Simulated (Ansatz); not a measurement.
# H-GaAs-H chair monolayer in a perpendicular field, part 2 of 2

Wanted: the out-of-plane response of the H-GaAs-H chair monolayer. A positive field points along +c.

Ansatz 0.2.0; plane-wave DFT, PBE-D3(BJ), Ansatz PAW (set soft_1); PAW set soft_1.

So far. Step 2 (Relaxation): The lattice constant a goes from 3.977 to 4.044 Å.

### Step 3. Atoms held, field 0

A sawtooth potential applies the field, turning back in the middle of the vacuum. With the dipole correction the typed value is the field outside the slab. The induced dipole is small, so the SCF threshold is tight.

The cell differs from the one that the last finished run ended in (c 38.633 → 21.873 Å).

The input, input.yaml:

```yaml
crystal:
  lattice:
    - [4.0444357232, 0.0, 0.0]
    - [-2.0222178616, 3.5025840803, 0.0]
    - [0.0, 0.0, 21.8734118354]
  atoms:
    - { symbol: H, position: [0.6666666667, 0.3333333333, 0.4114584441] }
    - { symbol: As, position: [0.6666666667, 0.3333333333, 0.4809049042] }
    - { symbol: Ga, position: [0.3333333333, 0.6666666667, 0.517233996] }
    - { symbol: H, position: [0.3333333333, 0.6666666667, 0.5885415559] }
kpoints:
  mp_grid: { grid: [12, 12, 1] }
  band_path:
    path: [[0, 0, 0], [0.5, 0, 0], [0.33333333, 0.33333333, 0], [0, 0, 0]]
    npoints: 16
hamiltonian:
  xc: pbe
  dispersion: d3bj
  pseudopotentials: { kind: paw, azcp: { folder: soft_1 } }
scf:
  occupations: { method: fermi_dirac, width: 0.02585 }
  convergence: { dr2_threshold: 1.0e-10 }
efield:
  axis: 3
  dipole_correction: true
  ramp_position: 0.97
  ramp_width: 0.06
  amplitude: 0
output:
  dos: { projected: true, e_range: [-6, 5] }
  write_potential: true
  write_density: true
  volumetric_format: npy
  elf: true
```

On the command line:

```sh
> ansatz run input.yaml --threads 2 --pin off --max-ram 3072MiB --backend cpu --events-out ev --progress --plain --runs-dir out
```

Numbers of over 12 decimals in the logs are rounded to 6 here.

The program printed:

```text
[...]
Crystal: 4 atoms, lattice volume = 309.858 Å³
Basis set: ecut = 420 eV, 6049 PW (Γ)
Bands: 19, of which v1, the nominal top of the filled ones, is band 15 counted from 1 (14 counted from 0)
Symmetry: 6 space group operations
[...]
k-points: 19 of 144 (time reversal used)
[...]
SCF iter   1: F=—  HF=-8671.925436 eV  |F-HF|=—  |Δ(HF+E_count)|=         —  Δρ=2.63e-2  dr2=1.97e0  ethr=3.10e-3  p=-0.000 e·Å  D=-1.08e-7 V/Å  ΔV_dip=0.00 eV  dr2_dipole=3.48e-2  V_vac-E_F(+/−)=5.81/5.81 eV  ⟨swp⟩=6.9  Hψ=2055  notcnv=0
efield: sawtooth ramp at fractional position 0.9700 (set: `efield.ramp_position`, or a place that a band, a saddle search or an elastic batch's reference lends), width 0.0600; the density the first Hamiltonian is built on has a dipole p = -0.000 e·Å; the dipole correction subtracts the counter field D = -1.08e-7 V/Å, which shifts the + side's vacuum level by +0.00 eV against the − side's; the planar-averaged density in the ramp window peaks in size at 3.6e-6 e/Å³
[...]
SCF iter   2: F=—  HF=-8671.419405 eV  |F-HF|=—  |Δ(HF+E_count)|=   5.06e-1  Δρ=1.14e-2  dr2=3.64e-1  ethr=3.10e-3  p=-0.130 e·Å  D=-7.57e-2 V/Å  ΔV_dip=1.66 eV  dr2_dipole=8.38e-3  V_vac-E_F(+/−)=6.11/4.45 eV  ⟨swp⟩=3.3  Hψ=759  notcnv=0
[...]
SCF iter  11: F=-8671.333573 eV  HF=-8671.333573 eV  |F-HF|=1.09e-11  |Δ(HF+E_count)|=   1.44e-9  Δρ=6.62e-8  dr2=1.00e-11  ethr=1.00e-12  p=-0.099 e·Å  D=-5.76e-2 V/Å  ΔV_dip=1.26 eV  dr2_dipole=1.12e-14  V_vac-E_F(+/−)=5.01/3.75 eV  ⟨swp⟩=4.1  Hψ=1232  notcnv=0
SCF 1 converged in 11 iterations: F = -8671.333573 eV  dr2 = 1.00e-11
[...]
NSCF: frozen V_eff on 49 k-points
efield: sawtooth ramp at fractional position 0.9700 (kept from the solve that this one continues, or follows in the run), width 0.0600; the density the first Hamiltonian is built on has a dipole p = -0.099 e·Å; the dipole correction subtracts the counter field D = -5.76e-2 V/Å, which shifts the + side's vacuum level by +1.26 eV against the − side's; the planar-averaged density in the ramp window peaks in size at 4.3e-6 e/Å³
[...]
SCF converged after 11 iterations
Free energy (F): -8671.333573 eV
[...]
Internal energy: -8671.333573 eV  (E = F + TS)
E sigma→0 (E₀):  -8671.333573 eV
Fermi energy:    -2.420677 eV
Dipole field:    D = -0.057582 V/Å  (p = -0.098602 e·Å, saw-weighted, corrected)
Work function:   Φ+ = 5.0117 eV   Φ− = 3.7522 eV
Levels:          The Fermi level and band energies are counted from a zero that moves with the ramp; work functions are not
[...]
--- Band table (eV; the first three rows and the last of 19) ---
  k-point 0: bands = [... 11 lower, -9.0583, -5.4714, -3.3155, -3.3155, -1.5445, 0.4085, 1.5802, 1.7459]
  k-point 1: bands = [... 11 lower, -9.0406, -5.5093, -3.9360, -3.4374, -0.9308, 0.4417, 1.5505, 1.6633]
  k-point 2: bands = [... 11 lower, -9.0033, -5.7377, -4.7603, -3.7318, -0.3010, 0.5691, 1.6371, 1.8738]
  k-point 18: bands = [... 11 lower, -9.3892, -7.0940, -6.2199, -5.1295, 1.1275, 1.4342, 1.9852, 3.3997]
```

Elapsed: 12 s, on 2 threads of Arm Neoverse V1, shared host; peak memory 0.56 GiB; 24 s of CPU time.

Numbers from this step:

- gap on the k-mesh: 1.771 eV
- dipole along the normal: -0.09860 e·Å
- gap along the path: 1.771 eV
- smallest direct gap along the path: 1.771 eV
- step between the vacuum levels: 1.260 eV
- ionisation energy, upper face: 5.907 eV
- electron affinity, upper face: 4.136 eV
- ionisation energy, lower face: 4.647 eV
- gap, the smaller of path and mesh: 1.771 eV

Running mean over a fixed 2.8 Å (it still follows the layers) of the planar mean; the ramp of the sawtooth is left out. Electron's electrostatic potential energy less the Fermi level against z:

| z (Å) | electron's electrostatic potential energy less the Fermi level (eV) |
| --- | --- |
| 3.0 | 3.75 |
| 3.5 | 3.75 |
| 4.0 | 3.75 |
| 4.5 | 3.75 |
| 5.0 | 3.75 |
| 5.5 | 3.75 |
| 6.0 | 3.75 |
| 6.5 | 3.74 |
| 7.0 | 3.71 |
| 7.5 | 3.53 |
| 8.0 | 3.20 |
| 8.5 | 2.64 |
| 9.0 | 1.63 |
| 9.5 | 0.413 |
| 10.0 | -0.539 |
| 10.5 | -0.906 |
| 11.0 | -1.03 |
| 11.5 | -0.384 |
| 12.0 | 0.683 |
| 12.5 | 2.09 |
| 13.0 | 3.08 |
| 13.5 | 3.94 |
| 14.0 | 4.45 |
| 14.5 | 4.83 |
| 15.0 | 4.97 |
| 15.5 | 5.00 |
| 16.0 | 5.01 |
| 16.5 | 5.01 |
| 17.0 | 5.01 |
| 17.5 | 5.01 |
| 18.0 | 5.01 |
| 18.5 | 5.01 |

The density of states has structure finer than the step of the table below, so its rows give means over 0.25 eV, whole bins alone (the curve runs from -6 to 2.85 eV). Peaks (eV: height): -4.680: 13.0, -3.080: 2.97, -2.880: 5.21, -2.690: 6.52.

The density of states by energy, zero at the Fermi level of the run, which the smearing sets inside the gap; means over each step:

energy (eV), density of states (states/eV a cell) and a bar:
```
    -5.00        0.0 
    -4.75        3.9 ##############################
    -4.50        1.5 ###########
    -4.25        0.8 ######
    -4.00        0.5 ####
    -3.75        0.8 ######
    -3.50        1.1 ########
    -3.25        1.5 ###########
    -3.00        2.3 ##################
    -2.75        3.9 ##############################
    -2.50        2.4 ###################
    -2.25        2.1 ################
    -2.00        1.2 #########
    -1.75        0.9 #######
    -1.50        0.7 #####
    -1.25        0.6 ####
    -1.00        0.4 ###
    -0.75        0.0 
    -0.50        0.0 
    -0.25        0.0 
     0.00        0.0 
     0.25        0.0 
     0.50        0.0 
     0.75        0.0 
     1.00        0.0 
     1.25        0.1 #
     1.50        0.1 #
     1.75        0.4 ###
     2.00        1.3 ##########
     2.25        1.7 #############
     2.50        1.0 ########
```

Projected DOS per atom over height of the atomic layer and energy from the Fermi level. Layers: H As Ga H from below.

Ten even steps from '0' (0.00 states/eV) to '9' (1.49 states/eV), each cell a mean:
```
0220
0350
0130
0000
0000
0000
0000
0000
0000
0100
0310
0410
0730
0675
0555
0421
0210
0200
5920
0100
0000
0000
```
Columns: height of the atomic layer (Å) from 9 to 12.9 (not evenly spaced); rows upwards: energy from the Fermi level (eV) from -5.96 to 2.86.

The electronic bands at the labelled points (eV, zero at the Fermi level of the run, which the smearing sets inside the gap):

| point | band 12 | band 13 | band 14 | band 15 | band 16 | band 17 | band 18 | band 19 |
| --- | --- | --- | --- | --- | --- | --- | --- | --- |
| Γ | -6.64 | -3.05 | -0.89 | -0.89 | 0.88 | 2.83 | 4.00 | 4.17 |
| halfway | -6.58 | -3.92 | -2.68 | -1.65 | 2.06 | 3.25 | 4.33 | 4.68 |
| M | -7.00 | -4.82 | -2.87 | -2.19 | 1.77 | 3.19 | 4.12 | 5.93 |
| halfway | -6.97 | -4.75 | -3.25 | -2.65 | 3.08 | 3.50 | 4.17 | 5.08 |
| K | -6.97 | -4.67 | -3.80 | -2.71 | 3.55 | 3.85 | 4.41 | 5.82 |
| halfway | -6.60 | -4.12 | -2.75 | -2.18 | 3.07 | 3.30 | 4.17 | 4.57 |
| Γ | -6.64 | -3.05 | -0.89 | -0.89 | 0.88 | 2.83 | 4.00 | 4.17 |

The electronic bands as a text plot (rows in eV, shown from -7.0 to 4.1 only):

```
    3.8 |+++++++                    +++++++++++++++   +++++++++++
    3.4 |        +++++++++++++++++++++++++++++++++++++
    2.9 |++++++++                 ++               ++++++++++++++
    2.5 |                        +                       +
    2.0 |    ++++++++++++++++++++                         +++
    1.5 |   +                                                ++
    1.1 |+++                                                   ++
    0.6 |
    0.1 |
   -0.3 |
   -0.8 |***                                                 ****
   -1.2 | *******                                         ******
   -1.7 |   *    *****                                 ***  *
   -2.2 |    ***      **********                   ****   **
   -2.6 |       **********      **************************
   -3.1 |*******          **********            ***       *******
   -3.5 |       ***                 ****  ******       ***
   -4.0 |          **                   **          ***
   -4.5 |            ****             **************
   -4.9 |                *************
   -5.4 |
   -5.9 |
   -6.3 |
   -6.8 |********************************************************
         Γ                   M           K                      Γ
```

Electrostatic potential energy in the ca plane at fractional y = 0.333, with atoms of H and As within 0.2 Å of it. With pseudopotentials it is smooth inside the atoms' cores, unlike the true potential.

Values in eV, 6 rows by 16 columns, each cell a mean:
```
  2   2   2   2   2   2   1  -1  -9  -9   0   2   2   2   2   2
  2   2   2   2   2   1   0 -12  -8  -8  -1   2   2   2   2   2
  2   2   2   2   2   1   0  -9 -10 -10  -1   2   2   2   2   2
  2   2   2   2   2   2   1   0  -6  -6   0   2   2   2   2   2
  2   2   2   2   2   2   2   1   0  -3  -1   2   2   2   2   2
  2   2   2   2   2   2   1   1   0  -3  -1   2   2   2   2   2
```
Columns run along c (16.0 Å, from fractional 0.08 to 0.81 of the cell; values clipped at the 3rd and 97th percentile), rows up along a (4.0 Å). Atoms in or near the plane, at fractional coordinates: H at (0.41, 0.67), As at (0.48, 0.67).

ELF in the ca plane at fractional y = 0.333, with atoms of H and As within 0.2 Å of it. It is the smooth field of the valence electrons, not physical close to the nuclei.

Values in units of 1e-1, 6 rows by 16 columns, each cell a mean:
```
0.0 0.0 0.0 0.0 0.0 1.2 6.3 6.8 5.7 6.8 2.1 0.8 0.3 0.0 0.0 0.0
0.0 0.0 0.0 0.0 0.1 3.7 9.6 9.8 4.0 4.2 2.5 0.1 0.0 0.0 0.0 0.0
0.0 0.0 0.0 0.0 0.1 3.2 9.3 9.5 4.5 5.1 2.5 0.1 0.0 0.0 0.0 0.0
0.0 0.0 0.0 0.0 0.0 0.6 4.1 4.7 5.5 6.6 2.0 1.9 0.8 0.0 0.0 0.0
0.0 0.0 0.0 0.0 0.0 0.0 0.1 0.3 2.4 3.1 2.9 7.4 4.8 0.3 0.0 0.0
0.0 0.0 0.0 0.0 0.0 0.0 0.3 0.8 3.3 4.0 2.6 6.2 3.8 0.2 0.0 0.0
```
Columns run along c (16.0 Å, from fractional 0.08 to 0.81 of the cell), rows up along a (4.0 Å). Atoms in or near the plane, at fractional coordinates: H at (0.41, 0.67), As at (0.48, 0.67).

Valence density in the ca plane at fractional y = 0.333, with atoms of H and As within 0.2 Å of it. It is the smooth field of the valence electrons, not physical close to the nuclei.

Values in e/Å³, 6 rows by 16 columns, each cell a mean:
```
 0  0  0  0  0  0  0  1  0  0  0  0  0  0  0  0
 0  0  0  0  0  0  1 13  3  0  0  0  0  0  0  0
 0  0  0  0  0  0  1  7  2  0  0  0  0  0  0  0
 0  0  0  0  0  0  0  0  0  0  0  0  0  0  0  0
 0  0  0  0  0  0  0  0  0  0  0  0  0  0  0  0
 0  0  0  0  0  0  0  0  0  0  0  0  0  0  0  0
```
Columns run along c (16.0 Å, from fractional 0.13 to 0.86 of the cell), rows up along a (4.0 Å). Atoms in or near the plane, at fractional coordinates: H at (0.41, 0.67), As at (0.48, 0.67).

The gap is 1.77 eV, with the valence edge 5.91 eV and the conduction edge 4.14 eV under the upper vacuum level.

### Step 4. Atoms held, field 0.1 V/Å

Changes to input.yaml since step 3:

```diff
@@ -25,7 +25,6 @@
   dipole_correction: true
-  ramp_position: 0.97
-  ramp_width: 0.06
-  amplitude: 0
+  ramp_position: 0.909
+  ramp_width: 0.182
+  amplitude: 0.1
 output:
-  dos: { projected: true, e_range: [-6, 5] }
   write_potential: true
@@ -33,2 +32 @@
   volumetric_format: npy
-  elf: true
```

The program printed:

```text
[...]
Crystal: 4 atoms, lattice volume = 309.858 Å³
Basis set: ecut = 420 eV, 6049 PW (Γ)
Bands: 19, of which v1, the nominal top of the filled ones, is band 15 counted from 1 (14 counted from 0)
Symmetry: 6 space group operations
[...]
k-points: 19 of 144 (time reversal used)
[...]
--- Band table (eV; the first three rows and the last of 19) ---
  k-point 0: bands = [... 11 lower, -9.0619, -5.4620, -3.3210, -3.3210, -1.5508, 0.2633, 1.2771, 1.7455]
  k-point 1: bands = [... 11 lower, -9.0440, -5.5014, -3.9394, -3.4428, -0.9384, 0.3047, 1.3429, 1.5745]
  k-point 2: bands = [... 11 lower, -9.0060, -5.7383, -4.7550, -3.7369, -0.3110, 0.4531, 1.5435, 1.6776]
  k-point 18: bands = [... 11 lower, -9.3842, -7.1118, -6.2242, -5.1114, 1.1066, 1.4288, 1.9778, 3.3697]
[key lines of the parts left out:]
SCF converged after 11 iterations
Free energy (F): -8671.325204 eV
Fermi energy:    -2.426612 eV
Dipole field:    D = -0.040172 V/Å  (p = -0.068790 e·Å, saw-weighted, corrected)
```

Run time: 12 s. Hardware: 2 threads; peak memory 0.52 GiB.

The dipole is -0.0688 e·Å, 0.0298 e·Å from its value without field, and the gap 1.770 eV.

### Step 5. Single point, field -0.1 V/Å

Changes to input.yaml since step 4:

```diff
@@ -27,3 +27,3 @@
   ramp_width: 0.182
-  amplitude: 0.1
+  amplitude: -0.1
 output:
```

The program printed:

```text
[...]
Crystal: 4 atoms, lattice volume = 309.858 Å³
Basis set: ecut = 420 eV, 6049 PW (Γ)
Bands: 19, of which v1, the nominal top of the filled ones, is band 15 counted from 1 (14 counted from 0)
Symmetry: 6 space group operations
[...]
k-points: 19 of 144 (time reversal used)
[...]
--- Band table (eV; the first three rows and the last of 19) ---
  k-point 0: bands = [... 11 lower, -9.0560, -5.4819, -3.3109, -3.3109, -1.5397, 0.5248, 1.6596, 1.7452]
  k-point 1: bands = [... 11 lower, -9.0385, -5.5182, -3.9336, -3.4330, -0.9252, 0.5531, 1.5057, 1.8303]
  k-point 2: bands = [... 11 lower, -9.0018, -5.7382, -4.7664, -3.7276, -0.2945, 0.6657, 1.5866, 2.0833]
  k-point 18: bands = [... 11 lower, -9.3952, -7.0771, -6.2167, -5.1486, 1.1456, 1.4369, 1.9891, 3.4263]
[key lines of the parts left out:]
SCF converged after 11 iterations
Free energy (F): -8671.344923 eV
Fermi energy:    -2.416038 eV
Dipole field:    D = -0.074985 V/Å  (p = -0.128403 e·Å, saw-weighted, corrected)
```

Elapsed: 12 s, on 2 threads; peak memory 0.52 GiB.

The dipole is -0.128 e·Å, -0.0298 e·Å from its value without field, and the gap 1.771 eV.

### Step 6. Response, atoms held

This step: plane-wave DFT, PBE-D3(BJ), Ansatz PAW (set soft_1); response to a field along the normal, atoms held; PAW set soft_1 (Ansatz 0.2.0).

The dipoles give the slope, and the difference of two potentials shows where the field is screened.

Numbers from this step:

| Item | Value |
| --- | --- |
| equivalent conductor thickness p/(ε₀AE) | 3.807 Å |
| distance between the outer atoms | 3.873 Å |

Dipole of the cell against applied field:

| applied field (V/Å) | dipole of the cell (e·Å) |
| --- | --- |
| -0.1000 | -0.128 |
| 0.0000 | -0.0986 |
| 0.1000 | -0.0688 |

Local field over the applied field, running mean. From the potentials at -0.1 and 0.1 V/Å; running mean over 2.5 Å. Local field over applied field against z:

| z (Å) | local field over applied field |
| --- | --- |
| 4.08 | 1.000 |
| 4.52 | 1.000 |
| 4.81 | 1.000 |
| 5.25 | 0.999 |
| 5.54 | 0.999 |
| 5.98 | 0.997 |
| 6.27 | 0.993 |
| 6.71 | 0.982 |
| 7.00 | 0.966 |
| 7.44 | 0.920 |
| 7.73 | 0.867 |
| 8.17 | 0.756 |
| 8.46 | 0.672 |
| 8.90 | 0.538 |
| 9.33 | 0.390 |
| 9.62 | 0.292 |
| 10.06 | 0.180 |
| 10.35 | 0.145 |
| 10.79 | 0.139 |
| 11.08 | 0.146 |
| 11.52 | 0.172 |
| 11.81 | 0.218 |
| 12.25 | 0.330 |
| 12.54 | 0.418 |
| 12.98 | 0.543 |
| 13.42 | 0.658 |
| 13.71 | 0.737 |
| 14.14 | 0.850 |
| 14.44 | 0.908 |
| 14.87 | 0.960 |
| 15.17 | 0.978 |
| 15.60 | 0.992 |
| 15.89 | 0.996 |
| 16.33 | 0.999 |
| 16.62 | 0.999 |
| 17.06 | 1.000 |
| 17.35 | 1.000 |
| 17.79 | 1.000 |

Electrons, planar mean, per unit field. Table of induced electron density by z:

| z (Å) | induced electron density (e/Å³ per V/Å) |
| --- | --- |
| 4.08 | 1.2e-7 |
| 4.52 | 3.5e-7 |
| 4.81 | 7.4e-7 |
| 5.25 | 2.2e-6 |
| 5.54 | 4.5e-6 |
| 5.98 | 1.3e-5 |
| 6.27 | 2.7e-5 |
| 6.71 | 7.7e-5 |
| 7.00 | 1.5e-4 |
| 7.44 | 3.9e-4 |
| 7.73 | 7.1e-4 |
| 8.17 | 0.00162 |
| 8.46 | 0.00249 |
| 8.90 | 0.00326 |
| 9.33 | 0.00148 |
| 9.62 | 7.2e-4 |
| 10.06 | 0.00169 |
| 10.35 | 0.00208 |
| 10.79 | -3.5e-5 |
| 11.08 | -0.00134 |
| 11.52 | -0.00254 |
| 11.81 | -9.4e-4 |
| 12.25 | 2.5e-4 |
| 12.54 | -7.4e-4 |
| 12.98 | -0.00307 |
| 13.42 | -0.00265 |
| 13.71 | -0.00181 |
| 14.14 | -8.4e-4 |
| 14.44 | -4.7e-4 |
| 14.87 | -1.8e-4 |
| 15.17 | -9.4e-5 |
| 15.60 | -3.3e-5 |
| 15.89 | -1.6e-5 |
| 16.33 | -5.4e-6 |
| 16.62 | -2.6e-6 |
| 17.06 | -8.3e-7 |
| 17.35 | -3.9e-7 |
| 17.79 | -1.3e-7 |

The smaller of the gaps on the path and on the k-mesh, counted as 0 under 0.03 eV. The gap stays at 1.77 eV for applied field from -0.1 to 0.1 V/Å.

By hand: between -0.1 and 0.1 V/Å the dipole changes by 0.05961 e·Å, a slope of 0.2981 e·Å²/V. A perfect conductor of thickness t has p = ε₀AEt, so t = 180.95 × 0.2981 / 14.166 = 3.81 Å (e/ε₀ = 180.95 V·Å, A in Å²).

The induced dipole is that of a conductor 3.81 Å thick.

### Step 7. Results

| Property | Result |
| --- | --- |
| gap without field | 1.77 eV |
| ionisation energy, upper face | 5.91 eV |
| electron affinity, upper face | 4.14 eV |
| step between the vacuum levels | 1.26 eV |
| equivalent conductor thickness, atoms held | 3.81 Å |

In words: The induced dipole equals that of a perfect conductor 3.81 Å thick, while the outer atoms lie 3.87 Å apart; an out-of-plane ε follows only once a thickness t is chosen, by 1 − 1/ε = 3.81 Å / t. The two faces differ: the vacuum level above lies 1.26 eV higher than the one below. The gap stays within 0.01 eV of 1.77 eV over the fields run, up to 0.1 V/Å in size. Semilocal functionals give gaps that are too small, and excitons are not included. Spin-orbit coupling is left out.

[Logs are printed without paths, hosts, clocks, repeated set-up lines and the standing remarks that a program may print on its own settings, such as how far it seeks lower states.]

[Hosts, paths, dates, database ids (printed as entryN), source tags and the programs' standing remarks are cut or masked in the printed files.]

[Maps of the electrostatic potential energy from Ansatz leave out the sawtooth potential of an applied field or a dipole correction, so their vacuum need not be flat; planar profiles and work functions include it.]

[The density of states shown here was stored with 400 of the rows of the run's finer table, so its peaks can read low, often by over a quarter, or be missed, and its means over a window can be off by a tenth or more.]
